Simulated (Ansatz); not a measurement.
MoS2 (layered bulk) (P6_3/mmc), computed twice by G0W0.

```cif
data_structure
_symmetry_space_group_name_H-M 'P 1'
_symmetry_Int_Tables_number 1
_cell_length_a 3.1091
_cell_length_b 3.1091
_cell_length_c 11.7112
_cell_angle_alpha 90.000
_cell_angle_beta 90.000
_cell_angle_gamma 120.000
_cell_volume 98.04
loop_
_atom_site_label
_atom_site_type_symbol
_atom_site_fract_x
_atom_site_fract_y
_atom_site_fract_z
_atom_site_occupancy
Mo1 Mo 0.33333 0.66667 0.25000 1
S2 S 0.66667 0.33333 0.38348 1
S3 S 0.66667 0.33333 0.11652 1
Mo4 Mo 0.66667 0.33333 0.75000 1
S5 S 0.33333 0.66667 0.88348 1
S6 S 0.33333 0.66667 0.61652 1
```

The structure was relaxed with PBEsol-D3(BJ). The runs that relaxed it are not among those shown.

The first (Ansatz 0.2.0; start PBEsol, 9×9×2 mesh, 408 empty bands, screening to 150 eV, PAW set soft_1 files; 1 × NVIDIA H100 80GB HBM3 (shared by 6 runs) with 2 threads of AMD EPYC 7R13 (Zen 3), shared host) gave, on its mesh: starting gap 0.64 eV, G0W0 gap 1.04 eV, RPA ε∞ (mean) 13.19, 68 s.

Q: The second changes empty bands from 408 to 103 and screening cutoff (eV) from 150.0 to 60. What does it give?

It gave: starting gap 0.64 eV, G0W0 gap 0.94 eV, RPA ε∞ (mean) 13.61, 30 s. The G0W0 gap moves by −0.10 eV, +0.00 eV from the start and −0.10 eV from the correction. Σc changes by +0.56 eV at the valence top and +0.47 eV at the conduction bottom, and Σx − Vxc between them by +0.00 eV.

Limits: not at the basis limit; no spin-orbit coupling; coarse k mesh.

[Paths, hosts, dates, memory and timing lines, banners, echoed tables and standing remarks are left out of the program output.]

[Logs are printed without paths, hosts, clocks, repeated set-up lines and the standing remarks that a program may print on its own settings, such as how far it seeks lower states.]

[Runs of the session that timed out or met a known fault of the program may be left out.]

[Cells called generated may have been cut or substituted from an entry of the Crystallography Open Database or the Materials Project.]

[Hosts, paths, dates, database ids (printed as entryN), source tags and the programs' standing remarks are cut or masked in the printed files.]
